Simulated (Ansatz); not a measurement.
**What ZrCdS3 in R-3c, a phase reached by a soft mode distorts into**

Wanted: the energy along a soft mode of ZrCdS3 in R-3c, a phase reached by a soft mode and the structure at the end.

Program: Ansatz 0.2.0. Level of theory: DFT PBEsol, scalar-relativistic, plane waves, PAW; PAW set soft_1. Values are calculated unless marked as measured.

### Step 1. The structure

Symmetry: R-3c, No. 167, trigonal system. Conventional cell: a = 6.613 Å, b = 6.613 Å, c = 17.367 Å, α = 90.00°, β = 90.00°, γ = 120.00°. Cd has 3 S at 2.47 Å nearest. Nearest to Zr lie 6 S at 2.54 Å. Nearest to S lie 1 Cd at 2.47 Å and 2 Zr at 2.54 Å. Farther neighbours, and contacts between anions beyond the nearest, are not listed.

### Step 2. Zone-centre response

This phase was reached earlier by freezing in an unstable mode of a structure of higher symmetry and relaxing. Its zone-centre modes tell whether it is the end of the road.

input.yaml

```yaml
crystal:
  lattice:
    - [3.3067146464, 1.9091325912, 5.7889262588]
    - [-3.3067146464, 1.9091325912, 5.7889262588]
    - [0.0, -3.8182651825, 5.7889262588]
  atoms:
    - { symbol: Cd, position: [0.25, 0.25, 0.25] }
    - { symbol: Cd, position: [0.75, 0.75, 0.75] }
    - { symbol: Zr, position: [0.5, 0.5, 0.5] }
    - { symbol: Zr, position: [0.0, 0.0, 0.0] }
    - { symbol: S, position: [0.3764842385, 0.75, 0.1235157615] }
    - { symbol: S, position: [0.6235157615, 0.25, 0.8764842385] }
    - { symbol: S, position: [0.8764842385, 0.6235157615, 0.25] }
    - { symbol: S, position: [0.1235157615, 0.3764842385, 0.75] }
    - { symbol: S, position: [0.25, 0.8764842385, 0.6235157615] }
    - { symbol: S, position: [0.75, 0.1235157615, 0.3764842385] }
kpoints:
  mp_grid: { grid: [6, 6, 6] }
hamiltonian:
  xc: pbesol
  pseudopotentials: { kind: paw, azcp: { folder: soft_1 }, xc_functional: pbe }
scf:
  occupations: { method: fixed }
output:
  eigenvalues: true
phonons:
  method: dfpt
  dielectric: true
  rigid_motions: translations
```

On the command line:

```bash
ansatz run input.yaml --threads 8 --pin off --max-ram 16384MiB --backend cpu --events-out ev --progress --plain --runs-dir out
```

What it wrote:

```text
Engine: ansatz 0.2.0, x86_64-unknown-linux-gnu
Pseudopotentials: kind: paw
Pseudopotential: Cd, paw, valence charge 20, recommended cutoff 420 eV (normal), soft_1/Cd.paw.azcp
Pseudopotential: Zr, paw, valence charge 12, recommended cutoff 420 eV (normal), soft_1/Zr.paw.azcp
Pseudopotential: S, paw, valence charge 6, recommended cutoff 420 eV (normal), soft_1/S.paw.azcp
Functional definition: PBEsol
  exchange = pbesol_x
  correlation = pbesol_c
Crystal: 10 atoms, lattice volume = 219.271 Å³
Basis set: ecut = 420 eV, 4273 PW (Γ), exchange–correlation on 96×96×96 points (8 copies of the dense FFT grid, shifted against one another)
Bands: 60, of which v1, the nominal top of the filled ones, is band 50 counted from 1 (49 counted from 0)
Symmetry: 12 space group operations
k-points: 112 of 216 (irreducible under 1 space group operation, time reversal used)
Non-local potential: Cd, projectors of the file, l = 0: 3, l = 1: 2, l = 2: 2, l = 3: 1
Non-local potential: Zr, projectors of the file, l = 0: 3, l = 1: 2, l = 2: 2, l = 3: 1
Non-local potential: S, projectors of the file, l = 0: 2, l = 1: 2, l = 2: 1
PAW form: soft (Blöchl's): semilocal exchange-correlation on the pseudo side does not see the compensation charge
PAW frozen core: Cd, regenerated for the run's functional, and the local potential with it (the file was generated under x = pbe(κ = 0.804, μ = 0.219515), c = pbe(β = 0.066725))
PAW frozen core: Zr, regenerated for the run's functional, and the local potential with it (the file was generated under x = pbe(κ = 0.804, μ = 0.219515), c = pbe(β = 0.066725))
PAW frozen core: S, regenerated for the run's functional, and the local potential with it (the file was generated under x = pbe(κ = 0.804, μ = 0.219515), c = pbe(β = 0.066725))
PAW one-centre angular grid: Cd, 590 points (default); XC on 64 Gauss nodes
PAW one-centre angular grid: Zr, 590 points (default); XC on 64 Gauss nodes
PAW one-centre angular grid: S, 110 points (default); XC on 64 Gauss nodes
Initial density: superposition of atomic densities (chi_scale 0.1, normalization cell, long waves kept (reshape's long-wave potential 0.00 eV rms))
Initial wavefunctions: pseudopotential atomic-orbital guess
Functional: x = pbesol(κ = 0.804, μ = 0.123457), c = pbesol(β = 0.046)
SCF iter   1: F=—  HF=-29946.627986 eV  |F-HF|=—  |Δ(HF+E_count)|=         —  Δρ=3.39e-2  dr2=3.77e0  ethr=3.10e-3  ⟨swp⟩=5.5  Hψ=23200  notcnv=0  defer=870
preconditioner: auto → Resta (q_TF=auto, 2.394 Å⁻¹)  ε∞=7.3  [insulator: Δε(μ)=0.752 eV  Ē_g=8.224 eV  n_scr=58 (ndim 8)  ℏωp=20.7 eV  f_vac=0.000  ε∞_Penn≈7.3]
SCF iter   2: F=—  HF=-29945.864313 eV  |F-HF|=—  |Δ(HF+E_count)|=   7.64e-1  Δρ=1.83e-2  dr2=9.73e-1  ethr=3.10e-3  ⟨swp⟩=2.0  Hψ=8082  notcnv=0  defer=842
SCF iter   3: F=—  HF=-29945.627871 eV  |F-HF|=—  |Δ(HF+E_count)|=   2.36e-1  Δρ=5.73e-3  dr2=9.95e-2  ethr=9.73e-4  ⟨swp⟩=2.0  Hψ=9382  notcnv=0  defer=890
SCF iter   4: F=—  HF=-29945.613417 eV  |F-HF|=—  |Δ(HF+E_count)|=   1.45e-2  Δρ=1.62e-3  dr2=5.50e-3  ethr=9.95e-5  ⟨swp⟩=3.0  Hψ=13013  notcnv=0  defer=893
SCF iter   5: F=—  HF=-29945.614495 eV  |F-HF|=—  |Δ(HF+E_count)|=   1.08e-3  Δρ=3.38e-4  dr2=2.62e-4  ethr=5.50e-6  ⟨swp⟩=2.0  Hψ=11163  notcnv=0  defer=893
SCF iter   6: F=—  HF=-29945.614556 eV  |F-HF|=—  |Δ(HF+E_count)|=   6.14e-5  Δρ=1.49e-4  dr2=3.85e-5  ethr=2.62e-7  ⟨swp⟩=2.0  Hψ=11774  notcnv=0  defer=821
SCF iter   7: F=—  HF=-29945.614565 eV  |F-HF|=—  |Δ(HF+E_count)|=   9.16e-6  Δρ=5.08e-5  dr2=5.53e-6  ethr=3.85e-8  ⟨swp⟩=2.0  Hψ=11832  notcnv=0  defer=720
SCF iter   8: F=—  HF=-29945.614415 eV  |F-HF|=—  |Δ(HF+E_count)|=   1.51e-4  Δρ=1.10e-5  dr2=3.25e-7  ethr=5.53e-9  ⟨swp⟩=2.0  Hψ=11351  notcnv=0  defer=402
SCF iter   9: F=—  HF=-29945.614415 eV  |F-HF|=—  |Δ(HF+E_count)|=   1.10e-7  Δρ=2.37e-6  dr2=1.63e-8  ethr=3.25e-10  ⟨swp⟩=2.2  Hψ=9990  notcnv=0  defer=404
SCF iter  10: F=—  HF=-29945.614415 eV  |F-HF|=—  |Δ(HF+E_count)|=   1.14e-9  Δρ=5.81e-7  dr2=1.02e-9  ethr=1.63e-11  ⟨swp⟩=2.0  Hψ=10204  notcnv=0  defer=403
SCF iter  11: F=-29945.614415 eV  HF=-29945.614415 eV  |F-HF|=1.09e-11  |Δ(HF+E_count)|=  1.46e-10  Δρ=1.33e-7  dr2=6.02e-11  ethr=1.00e-12  ⟨swp⟩=15.9  Hψ=45219  notcnv=0
SCF 1 converged in 11 iterations: F = -29945.614415 eV  dr2 = 6.02e-11
  greatest PAW one-centre occupation: 1.000 electrons in one spin orbital (limit 2), on the Cd atom at site 1 (counted from 0), in its partial waves of l = 0
NSCF: frozen V_eff on 6 k-points
DFPT response loops at Γ: preconditioner auto → Resta (q_TF=auto, 2.394 Å⁻¹)  ε∞=8.0 (no band partly filled); β = 1.00, the filter's whole step (`scf.mixing.beta` (0.50) is not read by the response loops at its default; to damp them type it under 1.00, their step now; it binds the ground state too); Broyden in place of MSR1
── the response to a field inside a basis, on 8×8×8 k-points: an SCF that follows is theirs, and a resumed run solves both again ──
Bands: 51, of which v1, the nominal top of the filled ones, is band 50 counted from 1 (49 counted from 0)
k-points: 60 of 512
Initial density: handed on by an earlier stage of this run
Initial wavefunctions: pseudopotential atomic-orbital guess (no wavefunctions were taken with the density)
Eigensolver: Dense (60 Hₖ)
SCF iter   1: F=—  HF=-29945.370144 eV  |F-HF|=—  |Δ(HF+E_count)|=         —  Δρ=3.95e-4  dr2=1.43e-4  ethr=1.00e-1
preconditioner: auto → Resta (q_TF=auto, 2.394 Å⁻¹)  ε∞=9.8  [insulator: Δε(μ)=1.025 eV  Ē_g=6.989 eV  n_scr=58 (ndim 8)  ℏωp=20.7 eV  f_vac=0.000  ε∞_Penn≈9.8]
SCF iter   2: F=—  HF=-29945.370156 eV  |F-HF|=—  |Δ(HF+E_count)|=   1.29e-5  Δρ=2.07e-4  dr2=4.23e-5  ethr=1.43e-7
SCF iter   3: F=—  HF=-29945.370170 eV  |F-HF|=—  |Δ(HF+E_count)|=   1.34e-5  Δρ=5.04e-5  dr2=3.96e-6  ethr=4.23e-8
SCF iter   4: F=—  HF=-29945.370170 eV  |F-HF|=—  |Δ(HF+E_count)|=   5.00e-7  Δρ=9.88e-6  dr2=3.14e-7  ethr=3.96e-9
SCF iter   5: F=-29945.370170 eV  HF=-29945.370170 eV  |F-HF|=4.00e-9  |Δ(HF+E_count)|=   1.12e-7  Δρ=1.85e-6  dr2=7.88e-9  ethr=3.14e-10
SCF 1 converged in 5 iterations: F = -29945.370170 eV  dr2 = 7.88e-9
DFPT response loops at Γ: preconditioner auto → Resta (q_TF=auto, 2.394 Å⁻¹)  ε∞=7.7 (no band partly filled); β = 1.00, the filter's whole step (`scf.mixing.beta` (0.50) is not read by the response loops at its default; to damp them type it under 1.00, their step now; it binds the ground state too); Broyden in place of MSR1
WARN: field response: ε∞ stands inside a basis, on 8×8×8 points; the force constants stand on the 6×6×6 k-mesh, whose period is 12.51 times the interband length at k = (0.0000, 0.0000, 0.0000), direct gap 1.119 eV, under 14: take them and everything formed from them as unconverged, and compare with a denser kpoints.mp_grid
SCF converged after 11 iterations
Free energy (F): -29945.614415 eV
Harris-Foulkes:  -29945.614415 eV  (|F-HF|=1.09e-11)
Internal energy: -29945.614415 eV  (E = F + TS)
E sigma→0 (E₀):  -29945.614415 eV
Fermi energy:    7.992053 eV
--- Per-component energies (eV) ---
  E_band       = -1263.024397
  E_kinetic    = 2145.811079
  E_local      = -10110.734480  (includes V_loc(G=0)·N_el)
  E_nonlocal   = 602.947473
  E_hartree    = 4356.176900
  E_xc         = -1146.997101
  E_vxc        = -1252.246175  (∫ρ·V_xc dr)
  E_paw        = -17431.794094  (= ΣΔE_a)
  E_vpaw       = -1361.156490  (= ΣTr[D̂ρ^β])
  E_aug_tail   = 0.000615  (compensation charges beyond the density's cutoff)
  E_ewald      = -8362.411867
  E_core_change = 1.387060  (= ΣΔE_core)
  E_smearing   = -0.000000  (= −TS)
  E_closure    = -0.000000  (closes the sum)
  Σ components = -29945.614415   (vs F -29945.614415, Δ=0.00e0)
--- Band table (eV; the first three rows and the last of 112) ---
  k-point 0: bands = [... 46 lower, 7.5589, 7.7802, 7.7802, 7.9921, 9.1107, 9.1797, 9.1797, 10.3363, ... 6 higher]
  k-point 1: bands = [... 46 lower, 7.3913, 7.5394, 7.5438, 7.8162, 9.2853, 9.3785, 9.4937, 10.4205, ... 6 higher]
  k-point 2: bands = [... 46 lower, 7.1325, 7.3792, 7.4207, 7.5687, 9.4597, 9.5905, 9.9396, 10.3063, ... 6 higher]
  k-point 111: bands = [... 46 lower, 7.4925, 7.4925, 7.4925, 7.4925, 9.8809, 9.8809, 10.5032, 10.5032, ... 6 higher]
--- Phonons (Γ-DFPT): 6 representative perturbations + reference, on 112 of 216 k-points (Σ response iterations 21) ---
  k mesh reduced under 1 symmetry operation, with k and −k counted as one. Each operation leaves every solved perturbation unchanged. A smaller set is not considered because the run solves the response to a homogeneous field
  ASR residual: 1.163e-4 → 0.000e0 eV/Å²; symmetrization residual: 8.378e-6 eV/Å²
  ASR residual per site (eV/Å²): 1.16e-4 1.16e-4 3.95e-5 3.95e-5 4.06e-5 4.06e-5 4.06e-5 4.06e-5 4.06e-5 4.06e-5
  Γ frequencies (cm⁻¹): -46.36 -31.74 0.00 0.00 0.00 24.74 24.74 62.08 62.08 64.13 64.13 64.55 103.35 103.35 143.89 196.48 197.41 197.41 233.24 233.24 248.98 274.81 277.62 283.22 283.22 302.48 302.48 304.95 304.95 393.22
  ε∞ (high-frequency dielectric tensor):
       11.545927     0.000000     0.000000
        0.000000    11.545927     0.000000
        0.000000     0.000000    10.736893
  softest optical mode at Γ: -46.36 cm⁻¹; the repairs (sum rule, projections) moved no ω² at Γ by more than (1.61 cm⁻¹)²
  Born effective charges Z* (e; rows j = field, columns β = displacement):
    site 0:
         2.79660   -0.00000    0.00000
         0.00000    2.79660    0.00000
         0.00000    0.00000    1.76737
    site 1:
         2.79660   -0.00000    0.00000
         0.00000    2.79660    0.00000
         0.00000    0.00000    1.76737
    site 2:
         7.51820   -0.64206   -0.00000
         0.64206    7.51820   -0.00000
         0.00000   -0.00000    7.80274
    site 3:
         7.51820    0.64206    0.00000
        -0.64206    7.51820   -0.00000
        -0.00000   -0.00000    7.80274
    site 4:
        -3.84256    0.70025   -1.84356
         0.70025   -3.03398    1.06438
        -1.99382    1.15113   -3.19004
    site 5:
        -3.84256    0.70025   -1.84356
         0.70025   -3.03398    1.06438
        -1.99382    1.15113   -3.19004
    site 6:
        -2.62968   -0.00000   -0.00000
        -0.00000   -4.24685   -2.12876
        -0.00000   -2.30227   -3.19004
    site 7:
        -2.62968   -0.00000   -0.00000
        -0.00000   -4.24685   -2.12876
        -0.00000   -2.30227   -3.19004
    site 8:
        -3.84256   -0.70025    1.84356
        -0.70025   -3.03398    1.06438
         1.99382    1.15113   -3.19004
    site 9:
        -3.84256   -0.70025    1.84356
        -0.70025   -3.03398    1.06438
         1.99382    1.15113   -3.19004
  Z* charge neutrality: 1.896e-2 e pre-enforcement
  solved inside a basis spanned on kpoints, on 8×8×8 k-points, its susceptibility summed on 10×10×10: ε∞ is read to err by 5.6e-2, Z* by 6.9e-2 e (field_mesh: kpoints solves on kpoints); Z* is corrected for what the basis lacks
  optical modes at Γ without the LO–TO term, one row a degenerate level:
      ω (cm⁻¹)  modes    IR ((D/Å)²/amu)
        -46.36      1             4.9016
        -31.74      1             0.0000
         24.74      2             0.2394
         62.08      2            28.7843
         64.13      2             0.0000
         64.55      1            27.8196
        103.35      2             0.0000
[...]
optical modes at Γ + LO–TO along q̂ = [1.0000, 0.0000, 0.0000]:
      ω (cm⁻¹)  modes    IR ((D/Å)²/amu)
[...]
optical modes at Γ + LO–TO along q̂ = [0.0000, 1.0000, 0.0000]:
      ω (cm⁻¹)  modes    IR ((D/Å)²/amu)
[...]
optical modes at Γ + LO–TO along q̂ = [0.0000, 0.0000, 1.0000]:
      ω (cm⁻¹)  modes    IR ((D/Å)²/amu)
[...]
127.77      1             5.2016
        143.89      1             0.0000
        196.48      1             0.0000
        197.41      2             2.4231
        233.24      2           131.3774
        274.81      1             0.0000
        277.62      1             0.0000
        283.22      2             0.0000
        302.48      2             0.0000
        304.95      2            28.4904
        372.48      1            93.5905
        393.22      1             0.0000
```

Run time: 4.5 min. Hardware: 8 threads of AMD EPYC 7B13 (Zen 3), shared host; peak memory 5.7 GiB; 32 min of CPU time.

Reading the cycles: dr2 is the Hartree energy of the density residual (eV), the measure of convergence; HF is the Harris–Foulkes estimate of the energy, which meets the free energy F at convergence.

This step gave:

```yaml
gap_on_the_k_mesh: 0.9267 eV
volume_per_atom: 21.93 Å³
sum_rule_residual_before_enforcement: 1.16e-4 eV/Å²
miss_of_the_charge_sum_rule: 0.01896 e
estimated_error_of_the_dielectric_tensor: 0.05625
estimated_error_of_the_born_charges: 0.06869 e
point_group: -3m
highest_optical_mode_at_the_zone_centre_no_lo_to_term: 393.2 cm⁻¹
lowest_optical_zone_centre_mode: -46.36 cm⁻¹
mean_high_frequency_dielectric_constant: 11.28
largest_born_charge_third_of_the_trace: 7.613 e
top_of_the_zone_centre_spectrum_with_the_field: 393.2 cm⁻¹
```

Patterns of degenerate modes are one choice out of their space. Modes at Γ, with each element's share of the kinetic energy (negative means imaginary):

| mode | frequency (cm⁻¹) | symmetry | Cd % | Zr % | S % |
| --- | --- | --- | --- | --- | --- |
| 1 | -46.4 | A2u | 59 | 8 | 32 |
| 2 | -31.7 | A2g | 100 | 0 | 0 |
| 3 | 0.0 | acoustic | 37 | 30 | 32 |
| 4 | 0.0 | acoustic | 37 | 30 | 32 |
| 5 | 0.0 | acoustic | 37 | 30 | 32 |
| 6 | 24.7 | Eu | 27 | 26 | 48 |
| 7 | 24.7 | Eu | 27 | 26 | 48 |
| 8 | 62.1 | Eu | 3 | 40 | 57 |
| 9 | 62.1 | Eu | 3 | 40 | 57 |
| 10 | 64.1 | Eg | 36 | 0 | 64 |
| 11 | 64.1 | Eg | 36 | 0 | 64 |
| 12 | 64.5 | A2u | 3 | 53 | 44 |
| 13 | 103.3 | Eg | 50 | 0 | 50 |
| 14 | 103.3 | Eg | 50 | 0 | 50 |
| 15 | 143.9 | A2g | 0 | 0 | 100 |
| 16 | 196.5 | A1u | 0 | 86 | 14 |
| 17 | 197.4 | Eu | 16 | 79 | 5 |
| 18 | 197.4 | Eu | 16 | 79 | 5 |
| 19 | 233.2 | Eu | 13 | 18 | 69 |
| 20 | 233.2 | Eu | 13 | 18 | 69 |
| 21 | 249.0 | A2u | 0 | 8 | 91 |
| 22 | 274.8 | A1g | 0 | 0 | 100 |
| 23 | 277.6 | A1u | 0 | 14 | 86 |
| 24 | 283.2 | Eg | 12 | 0 | 88 |
| 25 | 283.2 | Eg | 12 | 0 | 88 |
| 26 | 302.5 | Eg | 2 | 0 | 98 |
| 27 | 302.5 | Eg | 2 | 0 | 98 |
| 28 | 304.9 | Eu | 4 | 7 | 89 |
| 29 | 304.9 | Eu | 4 | 7 | 89 |
| 30 | 393.2 | A2g | 0 | 0 | 100 |

Displacements in mode 1 (-46.4 cm⁻¹), the largest set to 1:
```
Cd1  0.00  0.00  1.00
Cd2  0.00  0.00  1.00
Zr3  0.00  0.00 -0.42
Zr4  0.00  0.00 -0.42
S5   0.18 -0.10 -0.77
S6   0.18 -0.10 -0.77
S7   0.00  0.20 -0.77
S8   0.00  0.20 -0.77
S9  -0.18 -0.10 -0.77
S10 -0.18 -0.10 -0.77
```

Displacements in mode 22 (274.8 cm⁻¹), the largest set to 1:
```
Cd1  0.00  0.00  0.00
Cd2  0.00  0.00  0.00
Zr3  0.00  0.00  0.00
Zr4  0.00  0.00  0.00
S5   0.50  0.87  0.00
S6  -0.50 -0.87  0.00
S7   1.00  0.00  0.00
S8  -1.00  0.00  0.00
S9  -0.50  0.87  0.00
S10  0.50 -0.87  0.00
```

Before it was imposed, the acoustic sum rule was missed by 1.2e-4 eV/Å² and the charge sum rule by 0.019 e. Small misses are needed for a sound result but don't prove that mesh and cutoff are converged. The lowest optical mode is imaginary, 46.4i cm⁻¹, so the energy falls along it.

The log warns of the k mesh: “the force constants stand on the 6×6×6 k-mesh, whose period is 12.51 times the interband length at k = (0.0000, 0.0000, 0.0000), direct gap 1.119 eV, under 14: take them and everything formed from them as unconverged”.

### Step 3. The mode frozen in, largest atomic shift 0 Å

The mode followed lies at Γ with frequency 46.4i cm⁻¹, the softest among the wavevectors solved. At small amplitude the pattern taken leaves space group no. 161 by a symmetry search on the positions. The undistorted cell that holds it gives the zero of energy on the same k mesh.

Edit input.yaml of step 2 so:

```diff
@@ -22,8 +22,6 @@
 scf:
-  occupations: { method: fixed }
+  occupations: { method: gaussian, width: 0.02 }
 output:
+  forces: true
+  stress: true
   eigenvalues: true
-phonons:
-  method: dfpt
-  dielectric: true
-  rigid_motions: translations
```

What it wrote:

```text
[...]
Crystal: 10 atoms, lattice volume = 219.271 Å³
Basis set: ecut = 420 eV, 4273 PW (Γ), exchange–correlation on 96×96×96 points (8 copies of the dense FFT grid, shifted against one another)
Bands: 60, of which v1, the nominal top of the filled ones, is band 50 counted from 1 (49 counted from 0)
Symmetry: 12 space group operations
[...]
k-points: 32 of 216
[...]
k-point 0: bands = [... 46 lower, 7.5589, 7.7802, 7.7802, 7.9920, 9.1107, 9.1796, 9.1796, 10.3362, ... 4 higher]
  k-point 1: bands = [... 46 lower, 7.3913, 7.5394, 7.5438, 7.8162, 9.2853, 9.3784, 9.4937, 10.4205, ... 4 higher]
  k-point 2: bands = [... 46 lower, 7.1325, 7.3792, 7.4207, 7.5687, 9.4596, 9.5905, 9.9395, 10.3063, ... 4 higher]
  k-point 31: bands = [... 46 lower, 7.4925, 7.4925, 7.4925, 7.4925, 9.8809, 9.8809, 10.5031, 10.5031, ... 4 higher]
[key lines of the parts left out:]
SCF converged after 8 iterations
Free energy (F): -29945.614415 eV
Fermi energy:    8.455150 eV
P = ⅓ Tr σ = 0.0049 GPa (0.049 kbar)
```

Elapsed: 3 s, on 8 threads; peak memory 1.1 GiB.

This step gave:

```
pressure                         : 0.004879 GPa
energy from the undistorted cell : 0 meV/atom
```

At this level the gap is 0.93 eV on the k-mesh of the self-consistent run, which can miss the band edges.

### Step 4. The mode frozen in, largest atomic shift 0.45 Å

The atoms are moved along the unstable eigenvector, the largest shift by 0.45 Å, with the cell fixed.

input.yaml, the sections that differ from step 3:

```yaml
crystal:
  lattice:
    - [3.3067146464, 1.9091325912, 5.7889262588]
    - [-3.3067146464, 1.9091325912, 5.7889262588]
    - [0.0, -3.8182651825, 5.7889262588]
  atoms:
    - { symbol: Cd, position: [0.275911541, 0.275911541, 0.275911541] }
    - { symbol: Cd, position: [0.775911541, 0.775911541, 0.775911541] }
    - { symbol: Zr, position: [0.4891699834, 0.4891699834, 0.4891699834] }
    - { symbol: Zr, position: [-0.0108300166, -0.0108300166, -0.0108300166] }
    - { symbol: S, position: [0.3644817236, 0.7139649738, 0.1115132466] }
    - { symbol: S, position: [0.6115132466, 0.2139649738, 0.8644817236] }
    - { symbol: S, position: [0.8644817236, 0.6115132466, 0.2139649738] }
    - { symbol: S, position: [0.1115132466, 0.3644817236, 0.7139649738] }
    - { symbol: S, position: [0.2139649738, 0.8644817236, 0.6115132466] }
    - { symbol: S, position: [0.7139649738, 0.1115132466, 0.3644817236] }
# kpoints, hamiltonian, scf, output: as in step 3
```

What it wrote:

```text
[...]
Crystal: 10 atoms, lattice volume = 219.271 Å³
Basis set: ecut = 420 eV, 4273 PW (Γ), exchange–correlation on 96×96×96 points (8 copies of the dense FFT grid, shifted against one another)
Bands: 60, of which v1, the nominal top of the filled ones, is band 50 counted from 1 (49 counted from 0)
Symmetry: 6 space group operations
[...]
k-points: 32 of 216 (time reversal used)
[...]
k-point 0: bands = [... 46 lower, 7.3979, 7.7200, 7.7844, 7.7844, 9.1942, 9.1942, 9.2526, 10.2943, ... 4 higher]
  k-point 1: bands = [... 46 lower, 7.3877, 7.5173, 7.5894, 7.6885, 9.2574, 9.3734, 9.4793, 10.3224, ... 4 higher]
  k-point 2: bands = [... 46 lower, 7.2383, 7.3036, 7.4932, 7.5838, 9.4224, 9.5598, 9.7699, 10.0894, ... 4 higher]
  k-point 31: bands = [... 46 lower, 7.3692, 7.3692, 7.3692, 7.3692, 9.6640, 9.6640, 10.4901, 10.4901, ... 4 higher]
[key lines of the parts left out:]
SCF converged after 9 iterations
Free energy (F): -29945.789595 eV
Fermi energy:    8.436228 eV
P = ⅓ Tr σ = -0.9361 GPa (-9.361 kbar)
```

The job ended after 4.3 s (8 threads; peak memory 1 GiB; 31 s of CPU time).

Read from the output:

```
pressure                         : -0.9361 GPa
gap on the k-mesh                : 1.304 eV
energy from the undistorted cell : -17.52 meV/atom
```

The energy, extrapolated to zero smearing, is -17.52 meV/atom against the undistorted cell.

The run ends at a pressure of -0.94 GPa, with forces up to 0.27 eV/Å.

[end of part 1 of 3]

[Long decimals in the printed logs are rounded to 6 places.]

[Logs are printed without paths, hosts, clocks, repeated set-up lines and the standing remarks that a program may print on its own settings, such as how far it seeks lower states.]

[Hosts, paths, dates, database ids (printed as entryN), source tags and the programs' standing remarks are cut or masked in the printed files.]

[Where the starting crystal was built by hand or by swapping elements, it need not be the compound's stable phase.]
